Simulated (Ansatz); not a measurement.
## How CoPtO2 absorbs and reflects light

Aim: the dielectric function of CoPtO2, and the optical constants that follow from it.

Method: DFT, PBE, plane-wave PAW, default files, scalar-relativistic, independent-particle optical response without local fields, in Ansatz 0.2.0.

**1. Starting point**

The structure is trigonal, space group R-3m (No. 166). Conventional cell: a = 2.825 Å, b = 2.825 Å, c = 17.818 Å, α = 90.00°, β = 90.00°, γ = 120.00°. Nearest to Pt lie 2 O at 2.00 Å. Nearest to Co lie 6 O at 1.90 Å. Nearest to O lie 3 Co at 1.90 Å and 1 Pt at 2.00 Å. Farther neighbours and most contacts between anions are not listed.

**2. Spectrum**

With the density converged, the vertical transitions are summed over the zone.

The input, input.yaml:

```yaml
crystal:
  lattice:
    - [1.4122699173, 0.8153744169, 5.9393891094]
    - [-1.4122699173, 0.8153744169, 5.9393891094]
    - [0.0, -1.6307488338, 5.9393891094]
  atoms:
    - { symbol: Pt, position: [0.0, 0.0, 0.0] }
    - { symbol: Co, position: [0.5, 0.5, 0.5] }
    - { symbol: O, position: [0.11224403, 0.11224403, 0.11224403] }
    - { symbol: O, position: [0.88775597, 0.88775597, 0.88775597] }
kpoints:
  mp_grid: { grid: [9, 9, 9] }
scf:
  occupations: { method: fermi_dirac, width: 0.05 }
hamiltonian:
  xc: pbe
  pseudopotentials: { kind: paw }
output:
  optics:
    e_range: [0, 20]
    de: 0.05
    sigma: 0.1
    nscf_kmesh: { grid: [10, 10, 10] }
    bands: { spectra_wanted_up_to: 20 }
```

Launch:

```sh
ansatz run input.yaml --threads 4 --pin off --max-ram 8192MiB --backend cpu --events-out ev --progress --plain --runs-dir out
```

Numbers of over 12 decimals in the logs are rounded to 6 here.

What it wrote:

```text
basis.fft_grid_basis auto: the FFT boxes are laid along the combinations [[1, 0, -1], [0, 1, -1], [0, 0, 1]] of the cell's own vectors, 2.825, 2.825 and 6.159 Å long. The dense box has 20×20×45 points. Along the cell's own vectors, as sized, it would have 45×45×45, 5.06 times as many. Of the 12 symmetry operations that the crystal satisfies within crystal.symmetry.tolerance (time reversal apart; of a slab, those that [...]
Engine: ansatz 0.2.0, x86_64-unknown-linux-gnu
Pseudopotentials: kind: paw
Pseudopotential: Pt, paw, valence charge 18, recommended cutoff 420 eV (normal), Pt.paw.azcp
Pseudopotential: Co, paw, valence charge 17, recommended cutoff 420 eV (normal), Co.paw.azcp
Pseudopotential: O, paw, valence charge 6, recommended cutoff 420 eV (normal), O.paw.azcp
Functional definition: PBE
  parameter kappa = 0.804
  parameter beta = 0.066725
  exchange = pbe_x(kappa = kappa, mu = beta*pi^2/3)
  correlation = pbe_c(beta = beta)
Crystal: 4 atoms, lattice volume = 41.036 Å³
Basis set: ecut = 420 eV, 805 PW (Γ), FFT grids on a1−a3, a2−a3, a3
Bands: 29, of which v1, the nominal top of the filled ones, is band 24 counted from 1 (23 counted from 0)
Symmetry: 12 space group operations
Space group: R-3m (ITA 166), of the structure as read, at distance tolerance 3.4e-5 Å
k-points: 85 of 729
Non-local potential: Pt, projectors of the file, l = 0: 3, l = 1: 2, l = 2: 2, l = 3: 1
Non-local potential: Co, projectors of the file, l = 0: 3, l = 1: 2, l = 2: 3, l = 3: 1
Non-local potential: O, projectors of the file, l = 0: 2, l = 1: 2, l = 2: 1
PAW form: soft (Blöchl's): semilocal exchange-correlation on the pseudo side does not see the compensation charge
PAW one-centre angular grid: Pt, 590 points (default); XC on 64 Gauss nodes
PAW one-centre angular grid: Co, 590 points (default); XC on 64 Gauss nodes
PAW one-centre angular grid: O, 110 points (default); XC on 64 Gauss nodes
Initial density: superposition of atomic densities (neutral atoms: chi_scale 0, normalization atom), corrected by the library's trained network
Initial wavefunctions: pseudopotential atomic-orbital guess
Functional: x = pbe(κ = 0.804, μ = 0.219515), c = pbe(β = 0.066725)
SCF iter   1: F=—  HF=-18782.435993 eV  |F-HF|=—  |Δ(HF+E_count)|=         —  Δρ=9.68e-3  dr2=4.93e-2  ethr=1.77e-3  ⟨swp⟩=6.2  Hψ=9880  notcnv=0
preconditioner: auto → Kerker (q_TF=auto, 2.791 Å⁻¹)  [metal: Δε(μ)=0.016 eV  Ē_g=10.773 eV  σ=0.050 eV  W_gap=0.08  n_scr=16 (ndim 8)  ℏωp=32.3 eV  f_vac=0.005  D(μ)=1.01/eV (n_scr^D=2)]
SCF iter   2: F=—  HF=-18782.433879 eV  |F-HF|=—  |Δ(HF+E_count)|=   2.11e-3  Δρ=4.38e-3  dr2=1.79e-2  ethr=1.05e-4  ⟨swp⟩=2.0  Hψ=3283  notcnv=0
SCF iter   3: F=—  HF=-18782.432230 eV  |F-HF|=—  |Δ(HF+E_count)|=   1.65e-3  Δρ=1.16e-3  dr2=3.15e-3  ethr=3.81e-5  ⟨swp⟩=1.0  Hψ=2462  notcnv=0
SCF iter   4: F=—  HF=-18782.431864 eV  |F-HF|=—  |Δ(HF+E_count)|=   3.66e-4  Δρ=8.85e-4  dr2=3.90e-4  ethr=6.71e-6  ⟨swp⟩=1.0  Hψ=2462  notcnv=0
SCF iter   5: F=—  HF=-18782.431757 eV  |F-HF|=—  |Δ(HF+E_count)|=   1.06e-4  Δρ=2.75e-4  dr2=5.54e-5  ethr=8.30e-7  ⟨swp⟩=2.8  Hψ=4158  notcnv=0
SCF iter   6: F=—  HF=-18782.431752 eV  |F-HF|=—  |Δ(HF+E_count)|=   4.98e-6  Δρ=5.31e-5  dr2=2.08e-6  ethr=1.18e-7  ⟨swp⟩=1.0  Hψ=2465  notcnv=0
SCF iter   7: F=—  HF=-18782.431746 eV  |F-HF|=—  |Δ(HF+E_count)|=   6.25e-6  Δρ=2.31e-5  dr2=1.40e-7  ethr=4.42e-9  ⟨swp⟩=2.0  Hψ=3557  notcnv=0
SCF iter   8: F=—  HF=-18782.431746 eV  |F-HF|=—  |Δ(HF+E_count)|=   2.24e-8  Δρ=1.02e-5  dr2=3.22e-8  ethr=2.98e-10  ⟨swp⟩=2.2  Hψ=3921  notcnv=0
SCF iter   9: F=—  HF=-18782.431746 eV  |F-HF|=—  |Δ(HF+E_count)|=   5.57e-9  Δρ=3.61e-6  dr2=3.38e-9  ethr=6.86e-11  ⟨swp⟩=2.5  Hψ=3796  notcnv=0
SCF iter  10: F=—  HF=-18782.431746 eV  |F-HF|=—  |Δ(HF+E_count)|=   1.19e-9  Δρ=1.31e-6  dr2=6.25e-10  ethr=7.18e-12  ⟨swp⟩=2.4  Hψ=3635  notcnv=0
SCF iter  11: F=—  HF=-18782.431746 eV  |F-HF|=—  |Δ(HF+E_count)|=  1.60e-10  Δρ=1.75e-7  dr2=1.32e-11  ethr=1.33e-12  ⟨swp⟩=2.0  Hψ=2784  notcnv=0
SCF iter  12: F=-18782.431746 eV  HF=-18782.431746 eV  |F-HF|=1.46e-11  |Δ(HF+E_count)|=  1.46e-11  Δρ=5.72e-8  dr2=1.37e-12  ethr=1.00e-12  ⟨swp⟩=2.4  Hψ=4892  notcnv=0
SCF 1 converged in 12 iterations: F = -18782.431746 eV  dr2 = 1.37e-12
  greatest PAW one-centre occupation: 1.000 electrons in one spin orbital (limit 2), on the Co atom at site 1 (counted from 0), in its partial waves of l = 1
NSCF: frozen V_eff on 116 k-points
WARN: output.optics: on 7 of the rows wanted, those up to 20.000 eV, the energy-loss function is not bounded in the bands left out, and is left empty along some axis. In full: what the bands over the 52 summed would add to eps1, eps2 and the energy-loss function is held between a lower and an upper bound (6 Lanczos steps). eps1, eps2 and their loss function (loss_summed_bands) are given on every row as the summed ban [...]
SCF converged after 12 iterations
Free energy (F): -18782.431746 eV
Harris-Foulkes:  -18782.431746 eV  (|F-HF|=1.46e-11)
Internal energy: -18782.423012 eV  (E = F + TS)
E sigma→0 (E₀):  -18782.427379 eV
Entropy (-TS):   -0.008734 eV (-2.184 meV/atom)
Fermi energy:    16.828171 eV
--- Per-component energies (eV) ---
  E_band       = -472.164782
  E_kinetic    = 1439.036426
  E_local      = -5688.965487  (includes V_loc(G=0)·N_el)
  E_nonlocal   = 752.457567
  E_hartree    = 2281.878412
  E_xc         = -566.600668
  E_vxc        = -694.207783  (∫ρ·V_xc dr)
  E_paw        = -11283.483047  (= ΣΔE_a)
  E_vpaw       = -844.247367  (= ΣTr[D̂ρ^β])
  E_aug_tail   = 0.004999  (compensation charges beyond the density's cutoff)
  E_ewald      = -5716.751213
  E_smearing   = -0.008734  (= −TS)
  E_closure    = -0.000000  (closes the sum)
  Σ components = -18782.431746   (vs F -18782.431746, Δ=0.00e0)
--- Band table (eV; the first three rows and the last of 85) ---
  k-point 0: bands = [... 20 lower, 14.6950, 15.0001, 15.0001, 15.1381, 18.5333, 18.5333, 19.3628, 22.0825, ... 1 higher]
  k-point 1: bands = [... 20 lower, 14.7093, 15.0234, 15.2273, 15.2678, 18.2632, 18.4227, 19.5541, 22.8025, ... 1 higher]
  k-point 2: bands = [... 20 lower, 14.7003, 15.0440, 15.4718, 15.6827, 17.8151, 18.1860, 19.8521, 24.3582, ... 1 higher]
  k-point 84: bands = [... 20 lower, 14.8837, 15.4838, 15.8609, 15.9303, 17.8224, 18.0558, 20.6258, 21.8454, ... 1 higher]
```

It took 2.6 min on 4 threads of Intel Xeon Platinum 8375C at 2.90GHz (Ice Lake), shared host; peak memory 1.7 GiB; 10 min of CPU time.

In the SCF lines HF is the Harris–Foulkes energy and dr2 the Hartree energy of the density residual, in eV; the loop may stop once dr2 is under the threshold and the program's other checks hold. Hψ counts applications of the Hamiltonian.

This run has no spin polarisation, although Co can carry a moment.

This step gave:

| Property | Result |
| --- | --- |
| main peak of the optical conductivity above 1 eV, first axis | 18.87 eV |
| Drude plasma energy, first axis | 5.673 eV |
| bands summed | 52 |
| spectra valid up to | 35.13 eV |
| program's estimate of the k-sum error in Im epsilon | 0.11 % |
| electrons in the f-sum | 27.31 |

The Im ε has structure finer than the step of the table below, so its rows give means over 1 eV, whole bins alone (the curve runs from 0.3 to 20 eV). Peaks (eV: height): E ∥ x or y 0.5: 38.8, 3.5: 14.6; E ∥ z 1.4: 42.7, 2.0: 22.6, 3.1: 21.9.

The Im ε by photon energy; means over each step:

```
photon energy (eV)  E ∥ x or y  E ∥ z
                 1        19.7   14.4
                 2        14.3   18.9
                 3        10.6   15.3
                 4        9.30   6.35
                 5        4.13   5.95
                 6        5.09   5.99
                 7        3.93   5.41
                 8        1.99   4.75
                 9        1.85   3.26
                10        1.67   2.26
                11        1.73   2.77
                12        1.56   1.99
                13        2.00   2.95
                14        2.25   3.24
                15        2.91   2.69
                16        2.52   2.50
                17        2.52   1.90
                18        2.53   1.99
                19        2.75   1.98
```

Table of Re ε by photon energy:

```
photon energy (eV)  E ∥ x or y   E ∥ z
                 1       -18.8    38.8
                 2      -0.780    12.4
                 3       -1.29    9.41
                 4       -4.84   -1.39
                 5       0.566    1.36
                 6       0.178    2.40
                 7       -1.57    2.39
                 8      -0.130  -0.227
                 9       0.507  -0.889
                10       0.871   0.802
                11        1.35    1.27
                12        1.56    1.26
                13        2.09    2.11
                14        2.21    1.07
                15        1.85   0.743
                16       0.781  0.0562
                17        1.36   0.442
                18        1.00   0.652
                19       0.162   0.688
                20       0.376    1.39
```

The refractive index n and extinction k by photon energy:

```
photon energy (eV)  n, E ∥ x or y  k, E ∥ x or y  n, E ∥ z  k, E ∥ z
                 1           1.75           4.68      6.27     0.765
                 2           2.82           2.96      4.31      2.49
                 3           1.95           2.25      3.94      2.47
                 4           1.66           2.76      1.24      1.71
                 5           1.44           1.22      1.81      1.38
                 6           1.60           1.54      2.15      1.50
                 7           1.02           1.61      1.85      1.01
                 8          0.930          0.998      1.47      1.54
                 9           1.10          0.834      1.08      1.43
                10           1.16          0.688      1.23     0.843
                11           1.33          0.637      1.42     0.868
                12           1.36          0.528      1.34     0.735
                13           1.59          0.673      1.74     0.959
                14           1.63          0.673      1.54      1.14
                15           1.63          0.893      1.31     0.992
                16           1.28          0.929      1.14      1.11
                17           1.48          0.909      1.11     0.884
                18           1.40          0.980      1.13     0.792
                19           1.29           1.23      1.18     0.836
                20           1.15          0.976      1.66      1.17
```

Values under 1 per cm are given as 1. The absorption coefficient by photon energy:

```
photon energy (eV)  E ∥ x or y (1/cm)  E ∥ z (1/cm)
             0.500              5.2e5          1883
             1.000              4.7e5         77512
             1.500              4.9e5         5.8e5
             2.000              6.0e5         5.0e5
             2.500              6.4e5         5.6e5
             3.000              6.9e5         7.5e5
             3.500              8.8e5         1.1e6
             4.000              1.1e6         6.9e5
             4.500              1.0e6         7.0e5
             5.000              6.2e5         7.0e5
             5.500              8.8e5         8.2e5
             6.000              9.4e5         9.1e5
             6.500              1.2e6         1.0e6
             7.000              1.1e6         7.2e5
             7.500              1.1e6         1.4e6
             8.000              8.1e5         1.3e6
             8.500              7.4e5         1.3e6
             9.000              7.6e5         1.3e6
             9.500              8.1e5         1.1e6
            10.000              7.0e5         8.5e5
            10.500              6.7e5         9.6e5
            11.000              7.1e5         9.7e5
            11.500              8.2e5         1.4e6
            12.000              6.4e5         8.9e5
            12.500              7.5e5         8.2e5
            13.000              8.9e5         1.3e6
            13.500              8.8e5         1.5e6
            14.000              9.5e5         1.6e6
            14.500              1.2e6         1.6e6
            15.000              1.4e6         1.5e6
            15.500              1.6e6         1.8e6
            16.000              1.5e6         1.8e6
            16.500              1.4e6         1.5e6
            17.000              1.6e6         1.5e6
            17.500              1.5e6         1.4e6
            18.000              1.8e6         1.4e6
            18.500              1.7e6         1.7e6
            19.000              2.4e6         1.6e6
            19.500              2.1e6         1.4e6
            20.000              2.0e6         2.4e6
```

The loss function −Im 1/ε at q → 0 has structure finer than the step of the table below, so its rows give means over 1 eV, whole bins alone (the curve runs from 0.3 to 20 eV). Peaks (eV: height): E ∥ x or y 4.9: 0.376, 8.4: 0.569, 9.8: 0.496, 16.1: 0.381, 17.4: 0.398, 19.6: 0.459; E ∥ z 4.1: 0.268, 6.8: 0.257, 9.7: 0.449, 11.8: 0.518, 14.6: 0.407, 16.5: 0.520, 17.9: 0.498.

The loss function −Im 1/ε at q → 0 by energy loss; means over each step:

```
energy loss (eV)  E ∥ x or y    E ∥ z
               1      0.0284  0.00772
               2      0.0691   0.0490
               3      0.0937   0.0574
               4      0.0963    0.150
               5       0.221    0.157
               6       0.197    0.155
               7       0.231    0.174
               8       0.482    0.213
               9       0.488    0.314
              10       0.460    0.398
              11       0.365    0.305
              12       0.321    0.385
              13       0.266    0.237
              14       0.242    0.292
              15       0.257    0.348
              16       0.353    0.408
              17       0.335    0.491
              18       0.344    0.444
              19       0.353    0.446
```

At chosen wavelengths:

```
wavelength (nm)  n xy   k xy  R (%) xy  1/α xy   n z    k z  R (%) z   1/α z
           1550  1.42  6.365      87.7   19 nm  5.53  0.066     48.2  1.9 µm
           1064  2.04  3.961      67.3   21 nm  6.29  1.508     54.6   56 nm
            532  2.32  2.648      48.5   16 nm  3.03  2.771     49.3   15 nm
            450  2.23  2.686      49.4   13 nm  3.21  1.562     36.3   23 nm
            405  2.00  2.112      40.6   15 nm  3.80  2.806     50.9   11 nm
            365  2.71  2.074      40.0   14 nm  2.42  3.181     55.6  9.1 nm
            248  1.43  1.221      22.7   16 nm  1.81  1.383     26.2   14 nm
```

A polished face would reflect 50 % of daylight and look light grey (CIE x = 0.324, y = 0.341 under D65).

**3. What came out**

```yaml
main_peak_of_the_optical_conductivity_above_1_ev_first_axis: 18.9 eV
drude_plasma_energy_first_axis: 5.67 eV
```

At this level (PBE, independent particles) CoPtO2 is a metal with a Drude plasma energy of 5.7 eV along x, 5.7 eV along y and 0.2 eV along z; it reflects 50 % at 550 nm for E ∥ x. Along x the bare Drude plasma energy is 5.7 eV; Re ε first rises through zero at 1.87 eV, far lower, because interband transitions screen the carriers. Im ε is 14 there, so the loss peak at that energy is weak. A polished face would reflect 50 % of daylight and look light grey (CIE x = 0.324, y = 0.341 under D65). The carriers' part of the response depends strongly on the k-mesh. The run has no spin polarisation; magnetic order or correlation, untested here, could change the spectrum. Spin-orbit coupling is left out although heavy atoms are present. The Fermi-Dirac width of 0.05 eV acts as an electron temperature of 580 K in the carriers' term.

[Logs are printed without paths, hosts, clocks, repeated set-up lines and the standing remarks that a program may print on its own settings, such as how far it seeks lower states.]

[Hosts, paths, dates, database ids (printed as entryN), source tags and the programs' standing remarks are cut or masked in the printed files.]
